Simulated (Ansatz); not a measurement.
In doubt: one-shot GW on d or f shells is unsure, so the values of those runs are not to be relied on.

Two G0W0 runs on NaSrCeSbO6 (F-43m).

```xyz
10
Lattice="0.0000 4.2100 4.2100 4.2100 0.0000 4.2100 4.2100 4.2100 0.0000" Properties=species:S:1:pos:R:3 pbc="T T T"
Na    6.3150    6.3150    6.3150
Sr    2.1050    2.1050    2.1050
Ce    0.0000    0.0000    0.0000
Sb    4.2100    4.2100    4.2100
O     2.2104    4.2100    4.2100
O     6.2096    4.2100    4.2100
O     4.2100    4.2100    6.2096
O     4.2100    4.2100    2.2104
O     4.2100    2.2104    4.2100
O     4.2100    6.2096    4.2100
```

The cell and positions are those that the Materials Project relaxed with its own functionals (PBE, PBE+U or r2SCAN), kept fixed. Spin-orbit coupling is left out unless a run names it.

The first (Ansatz 0.2.0; start PBE, 4×4×4 mesh, 818 empty bands, screening to 180 eV, PAW set soft_1 files; 1 × NVIDIA H100 80GB HBM3 (shared by 6 runs) with 2 threads of AMD EPYC 7R13 (Zen 3), shared host) gave, on its mesh: starting gap 2.00 eV, G0W0 gap 4.59 eV, RPA ε∞ (mean) 4.41, 72 s.

Question: The second changes empty bands from 818 to 134 and screening cutoff (eV) from 180.0 to 54. What does it give?

It gave: starting gap 2.00 eV, G0W0 gap 4.97 eV, RPA ε∞ (mean) 4.46, 27 s. The G0W0 gap moves by +0.37 eV, +0.00 eV from the start and +0.37 eV from the correction. Σc changes by +0.45 eV at the valence top and +0.82 eV at the conduction bottom, and Σx − Vxc between them by +0.00 eV.

Limits: not at the basis limit; f levels unsure; no spin polarisation; f levels unsure; no spin-orbit coupling.

[Paths, hosts, dates, memory and timing lines, banners, echoed tables and standing remarks are left out of the program output.]

[Logs are printed without paths, hosts, clocks, repeated set-up lines and the standing remarks that a program may print on its own settings, such as how far it seeks lower states.]

[Runs of the session that timed out or met a known fault of the program may be left out.]

[Cells called generated may have been cut or substituted from an entry of the Crystallography Open Database or the Materials Project.]

[Hosts, paths, dates, database ids (printed as entryN), source tags and the programs' standing remarks are cut or masked in the printed files.]
